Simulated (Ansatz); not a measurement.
# From LDA to G0W0: TiO2 (C2/c)

Wanted: the gap of TiO2 (C2/c) with a many-body correction, and the time that it takes.

Main program and level: Ansatz 0.2.0; LDA, then G0W0 on it, plane waves, PAW.

## (1) The starting structure

Symmetry: C2/c, No. 15, monoclinic system. The conventional cell has a = 5.412 Å, b = 5.413 Å, c = 5.472 Å, α = 90.00°, β = 118.77°, γ = 90.00°. Ti has 6 O at 1.93 to 2.00 Å nearest. Nearest to O lie 3 Ti at 1.93 to 2.00 Å. Farther neighbours and most contacts between anions are not listed.

The cell and positions are those that the Materials Project relaxed with its own functionals (PBE, PBE+U or r2SCAN), kept fixed. This is not the form that TiO2 usually takes at ambient conditions.

The logs state that the PAW files were generated under PBE.

## (2) The LDA band structure

Levels along a band path and on the mesh show where this functional puts the band edges.

This step: DFT, LDA, plane waves, PAW; PAW set soft_1.

input.yaml

```yaml
crystal:
  lattice:
    - [2.706034, -2.706655, 0.0]
    - [2.706034, 2.706655, 0.0]
    - [-2.633531, 0.0, 4.796637]
  atoms:
    - { symbol: Ti, position: [0.13411, 0.86589, 0.25] }
    - { symbol: Ti, position: [0.86589, 0.13411, 0.75] }
    - { symbol: O, position: [0.331221, 0.088755, 0.667149] }
    - { symbol: O, position: [0.668779, 0.911245, 0.332851] }
    - { symbol: O, position: [0.911245, 0.668779, 0.832851] }
    - { symbol: O, position: [0.088755, 0.331221, 0.167149] }
kpoints:
  mp_grid: { grid: [6, 6, 6] }
  band_path:
    path:
      - [[0.0, 0.0, 0.0], [0.0, 0.0, 0.5], [-0.42056841, 0.42056841, 0.5]]
      - [[-0.57943159, -0.42056841, 0.5], [-0.5, -0.5, 0.5], [0.0, 0.0, 0.0], [-0.5, 0.5, 0.0]]
      - [[-0.5, 0.0, 0.5], [0.0, 0.0, 0.0], [-0.5, 0.0, 0.0]]
    npoints: 10
hamiltonian:
  xc: lda
  pseudopotentials: { kind: paw, azcp: { folder: soft_1 }, xc_functional: pbe }
scf:
  occupations: { method: fermi_dirac, width: 0.02 }
  n_extra_bands: 6
output:
  eigenvalues: true
  write_density: true
  write_potential: true
  elf: true
  volumetric_format: npy
```

The run is started by

```
ansatz run input.yaml --threads 3 --pin off --max-ram 92160MiB --backend cuda --events-out ev --progress --plain --runs-dir out --devices 1 --max-vram 13GiB
```

Numbers of over 12 decimals in the logs are rounded to 6 here.

The program printed:

```text
scf.n_extra_bands = 6 over 24 filled bands (N_el = 48.0): the run solves 30 bands
GPUs: using 1 of 1 available (devices: 1).
Engine: ansatz 0.2.0, x86_64-unknown-linux-gnu
Pseudopotentials: kind: paw
Pseudopotential: Ti, paw, valence charge 12, recommended cutoff 420 eV (normal), soft_1/Ti.paw.azcp
Pseudopotential: O, paw, valence charge 6, recommended cutoff 420 eV (normal), soft_1/O.paw.azcp
Functional definition: SPW92
  exchange = slater_x
  correlation = pw_c
device memory: the entry about to start is reckoned to put 2.9 GiB on a device that reports 67.5 GiB free (of which the cap on the GPU budget leaves the run 13.0 GiB)
GPU FFT provider: cuFFT
GPU libraries: cuBLAS 13.8.2, cuFFT 12.4.0, cuSOLVER 12.3.4
Crystal: 6 atoms, lattice volume = 70.264 Å³
Basis set: ecut = 420 eV, 1363 PW (Γ)
Bands: 30, of which v1, the nominal top of the filled ones, is band 24 counted from 1 (23 counted from 0)
Symmetry: 4 space group operations
Space group: C2/c (ITA 15), of the structure as read, at distance tolerance 4.1e-5 Å
k-points: 68 of 216
Non-local potential: Ti, projectors of the file, l = 0: 3, l = 1: 2, l = 2: 3, l = 3: 1
Non-local potential: O, projectors of the file, l = 0: 2, l = 1: 2, l = 2: 1
PAW form: soft (Blöchl's): semilocal exchange-correlation on the pseudo side does not see the compensation charge
PAW frozen core: Ti, regenerated for the run's functional, and the local potential with it (the file was generated under x = pbe(κ = 0.804, μ = 0.219515), c = pbe(β = 0.066725))
PAW frozen core: O, regenerated for the run's functional, and the local potential with it (the file was generated under x = pbe(κ = 0.804, μ = 0.219515), c = pbe(β = 0.066725))
PAW one-centre angular grid: Ti, 590 points (default); XC on 64 Gauss nodes
PAW one-centre angular grid: O, 110 points (default); XC on 64 Gauss nodes
Initial density: superposition of atomic densities (chi_scale 0.1, normalization cell, long waves kept (reshape's long-wave potential 0.00 eV rms))
Initial wavefunctions: pseudopotential atomic-orbital guess
GPU buffer pool allocated for 29160 grid points (all kernels)
GPU transforms: local potential and band sums: pruned to the plane-wave sphere, on 25×25×40
Functional: x = slater, c = lda
SCF iter   1: F=—  HF=-7130.694526 eV  |F-HF|=—  |Δ(HF+E_count)|=         —  Δρ=4.87e-2  dr2=1.80e0  ethr=3.10e-3  ⟨swp⟩=6.0  Hψ=7366  notcnv=0
preconditioner: auto → Resta (q_TF=auto, 2.560 Å⁻¹)  ε∞=8.1  [insulator: Δε(μ)=2.011 eV  Ē_g=9.406 eV  σ=0.020 eV  W_gap=1.00  n_scr=18 (ndim 8)  ℏωp=25.1 eV  f_vac=0.000  D(μ)=0.00/eV (n_scr^D=0)  ε∞_Penn≈8.1]
SCF iter   2: F=—  HF=-7130.480360 eV  |F-HF|=—  |Δ(HF+E_count)|=   2.14e-1  Δρ=2.90e-2  dr2=6.70e-1  ethr=3.10e-3  ⟨swp⟩=2.0  Hψ=2793  notcnv=0  defer=117
SCF iter   3: F=—  HF=-7130.308653 eV  |F-HF|=—  |Δ(HF+E_count)|=   1.72e-1  Δρ=5.30e-3  dr2=3.84e-2  ethr=1.40e-3  ⟨swp⟩=2.0  Hψ=3069  notcnv=0  defer=136
SCF iter   4: F=—  HF=-7130.301790 eV  |F-HF|=—  |Δ(HF+E_count)|=   6.86e-3  Δρ=2.28e-3  dr2=4.59e-3  ethr=8.00e-5  ⟨swp⟩=2.0  Hψ=3112  notcnv=0  defer=136
SCF iter   5: F=—  HF=-7130.302465 eV  |F-HF|=—  |Δ(HF+E_count)|=   6.75e-4  Δρ=5.61e-4  dr2=1.60e-4  ethr=9.55e-6  ⟨swp⟩=2.0  Hψ=2742  notcnv=0  defer=136
SCF iter   6: F=—  HF=-7130.302324 eV  |F-HF|=—  |Δ(HF+E_count)|=   1.41e-4  Δρ=1.18e-4  dr2=9.62e-6  ethr=3.33e-7  ⟨swp⟩=2.0  Hψ=3223  notcnv=0  defer=136
SCF iter   7: F=—  HF=-7130.302444 eV  |F-HF|=—  |Δ(HF+E_count)|=   1.20e-4  Δρ=2.40e-5  dr2=4.04e-7  ethr=2.01e-8  ⟨swp⟩=2.1  Hψ=2659  notcnv=0  defer=136
SCF iter   8: F=-7130.302444 eV  HF=-7130.302444 eV  |F-HF|=1.27e-8  |Δ(HF+E_count)|=   2.77e-7  Δρ=4.89e-6  dr2=1.85e-8  ethr=2.08e-10  ⟨swp⟩=7.2  Hψ=5715  notcnv=0
SCF 1 converged in 8 iterations: F = -7130.302444 eV  dr2 = 1.85e-8
  greatest PAW one-centre occupation: 0.998 electrons in one spin orbital (limit 2), on the Ti atom at site 1 (counted from 0), in its partial waves of l = 0
device memory: the entry about to start is reckoned to put 2.4 GiB on a device that reports 58.9 GiB free (of which the cap on the GPU budget leaves the run 13.0 GiB)
NSCF: frozen V_eff on 73 k-points, pencils in batches of 32, up to order 132
SCF converged after 8 iterations
Free energy (F): -7130.302444 eV
Harris-Foulkes:  -7130.302444 eV  (|F-HF|=1.27e-8)
Internal energy: -7130.302444 eV  (E = F + TS)
E sigma→0 (E₀):  -7130.302444 eV
Fermi energy:    7.462344 eV
--- Per-component energies (eV) ---
  E_band       = -488.111475
  E_kinetic    = 1221.610289
  E_local      = -3724.515024  (includes V_loc(G=0)·N_el)
  E_nonlocal   = 338.667803
  E_hartree    = 1422.301562
  E_xc         = -511.151149
  E_vxc        = -651.217813  (∫ρ·V_xc dr)
  E_paw        = -2588.184861  (= ΣΔE_a)
  E_vpaw       = -517.260536  (= ΣTr[D̂ρ^β])
  E_aug_tail   = 0.003011  (compensation charges beyond the density's cutoff)
  E_ewald      = -3290.073663
  E_core_change = 1.039587  (= ΣΔE_core)
  E_smearing   = -0.000000  (= −TS)
  E_closure    = -0.000000  (closes the sum)
  Σ components = -7130.302444   (vs F -7130.302444, Δ=0.00e0)
--- Band table (eV; the first three rows and the last of 68) ---
  k-point 0: bands = [... 20 lower, 5.6972, 5.7496, 6.0235, 6.0293, 8.4414, 9.1773, 10.2169, 10.2252, ... 2 higher]
  k-point 1: bands = [... 20 lower, 5.5267, 5.5657, 6.1566, 6.1599, 8.4873, 9.1244, 10.1243, 10.1369, ... 2 higher]
  k-point 2: bands = [... 20 lower, 5.3049, 5.3143, 6.2934, 6.2952, 8.6152, 8.9826, 10.0583, 10.0675, ... 2 higher]
  k-point 67: bands = [... 20 lower, 4.4238, 4.4238, 6.4438, 6.4438, 9.6538, 9.6538, 10.1227, 10.1227, ... 2 higher]
```

The job ended after 14 s (1 × NVIDIA H100 80GB HBM3 (shared by 6 runs) with 3 threads of AMD EPYC 7R13 (Zen 3), shared host; peak memory 0.94 GiB; 11 s of CPU time).

In the SCF lines HF is the Harris–Foulkes energy and dr2 the Hartree energy of the density residual, in eV; the loop may stop once dr2 is under the threshold and the program's other checks hold. Hψ counts applications of the Hamiltonian.

Numbers from this step:

```yaml
filled_bands: 24
gap: 1.938 eV
valence_top_at: k = (-0.450, 0.450, 0.000)
conduction_bottom_at: Γ
least_direct_gap: 2.305 eV
```

Over mesh and path the gap is 1.938 eV, from k = (-0.450, 0.450, 0.000) to k = Γ. The least direct gap found is 2.305 eV, at k = (0.000, 0.000, 0.250). On the 6×6×6 mesh alone the same run gives 1.977 eV, so that mesh misses an edge of LDA: 1.977 − 1.938 = +0.039 eV.

Electronic bands along the path, in eV, zero at the top of the highest nominally filled band:

| point | band 21 | band 22 | band 23 | band 24 | band 25 | band 26 | band 27 | band 28 |
| --- | --- | --- | --- | --- | --- | --- | --- | --- |
| Γ | -0.81 | -0.75 | -0.48 | -0.47 | 1.94 | 2.67 | 3.71 | 3.72 |
| halfway | -1.10 | -1.08 | -0.27 | -0.27 | 2.04 | 2.56 | 3.58 | 3.59 |
| A | -1.29 | -1.29 | -0.16 | -0.16 | 2.29 | 2.29 | 3.54 | 3.54 |
| halfway | -1.11 | -1.11 | -0.54 | -0.54 | 2.85 | 2.85 | 3.34 | 3.34 |
| I2 | -1.92 | -1.92 | -0.10 | -0.10 | 3.12 | 3.12 | 3.56 | 3.56 |
| jump to I | -1.92 | -1.92 | -0.10 | -0.10 | 3.12 | 3.12 | 3.56 | 3.56 |
| halfway | -2.03 | -2.03 | -0.07 | -0.07 | 3.14 | 3.14 | 3.60 | 3.60 |
| M2 | -2.08 | -2.08 | -0.06 | -0.06 | 3.15 | 3.15 | 3.62 | 3.62 |
| halfway | -1.84 | -0.95 | -0.64 | -0.26 | 2.80 | 2.94 | 3.27 | 3.52 |
| Γ | -0.81 | -0.75 | -0.48 | -0.47 | 1.94 | 2.67 | 3.71 | 3.72 |
| halfway | -1.82 | -0.95 | -0.64 | -0.26 | 2.78 | 2.92 | 3.28 | 3.55 |
| Y | -2.24 | -1.92 | -0.05 | -0.04 | 3.13 | 3.16 | 3.44 | 3.78 |
| jump to L2 | -1.91 | -0.94 | -0.91 | -0.65 | 2.95 | 3.37 | 3.38 | 3.43 |
| halfway | -1.37 | -0.83 | -0.79 | -0.53 | 2.71 | 3.10 | 3.10 | 3.40 |
| Γ | -0.81 | -0.75 | -0.48 | -0.47 | 1.94 | 2.67 | 3.71 | 3.72 |
| halfway | -1.34 | -0.85 | -0.81 | -0.55 | 2.82 | 2.99 | 3.12 | 3.41 |
| V2 | -1.93 | -0.96 | -0.91 | -0.65 | 3.10 | 3.26 | 3.30 | 3.54 |

Valence density in the ac plane of the conventional cell at fractional y = 0.121, with atoms of Ti and O within 0.2 Å of it. It is the smooth field of the valence electrons, not physical close to the nuclei.

Values in e/Å³, 15 rows by 15 columns, each cell a mean:
```
 0  1  1  0  0  0  0  0  0  0  0  0  0  0  0
 2  2  1  0  0  0  0  0  0  0  0  0  0  0  1
 8  6  2  0  0  0  0  0  0  0  0  0  0  1  4
11  6  1  0  0  0  0  0  0  0  0  0  0  3  9
 7  2  0  0  0  0  0  0  0  0  0  0  1  4  8
 1  0  0  0  0  0  0  0  0  0  0  0  1  2  3
 0  0  0  0  0  0  0  0  0  0  0  0  0  1  1
 0  0  0  0  0  0  0  0  0  0  0  1  1  1  1
 0  0  0  0  0  0  0  0  0  0  1  2  4  3  1
 0  0  0  0  0  0  0  0  0  0  2  6  7  3  1
 0  0  1  2  2  1  0  0  0  1  3  6  5  2  0
 0  1  3  6  5  1  0  0  0  1  2  2  1  0  0
 0  2  6  7  4  1  0  0  0  0  1  0  0  0  0
 0  2  4  3  1  0  0  0  0  0  0  0  0  0  0
 0  1  1  1  0  0  0  0  0  0  0  0  0  0  0
```
Columns run along a (5.4 Å), rows up along c (5.5 Å), edges of the conventional cell, whose origin can differ from the input's. Atoms in or near the plane, at fractional coordinates: Ti at (0.00, 0.75), O at (0.79, 0.33), O at (0.21, 0.17).

Electrostatic potential energy in the ac plane of the conventional cell at fractional y = 0.121, with atoms of Ti and O within 0.2 Å of it. With pseudopotentials it is smooth inside the atoms' cores, unlike the true potential.

Ten even steps from '0' (-37 eV) to '9' (14 eV), each cell a mean:
```
766889999999998
223789999999985
002799999999841
004899999998610
026999999998410
368999999998521
789999999998766
999999999998768
999999999984127
999999999850028
998547999830159
983016889854699
950027999999999
841269999999999
876799999999999
```
Columns run along a (5.4 Å; values clipped at the 3rd and 97th percentile), rows up along c (5.5 Å), edges of the conventional cell, whose origin can differ from the input's. Atoms in or near the plane, at fractional coordinates: Ti at (0.00, 0.75), O at (0.79, 0.33), O at (0.21, 0.17).

[end of part 1 of 2]

[Paths, hosts, dates, memory and timing lines, banners, echoed tables and standing remarks are left out of the program output.]

[Logs are printed without paths, hosts, clocks, repeated set-up lines and the standing remarks that a program may print on its own settings, such as how far it seeks lower states.]

[Runs of the session that timed out or met a known fault of the program may be left out.]

[Cells called generated may have been cut or substituted from an entry of the Crystallography Open Database or the Materials Project.]

[Hosts, paths, dates, database ids (printed as entryN), source tags and the programs' standing remarks are cut or masked in the printed files.]

[Where an RPA ε∞ is given, it is that of the G0W0 mesh and is not shown converged in it. Names of k-points follow the symmetry that the program found, which can be lower than the space group named. Band edges on a path are those of the sampled points; other points can move an edge, and change direct to indirect where valleys lie close.]

[Hybrid gaps are those of their k-mesh and are not shown converged in it.]
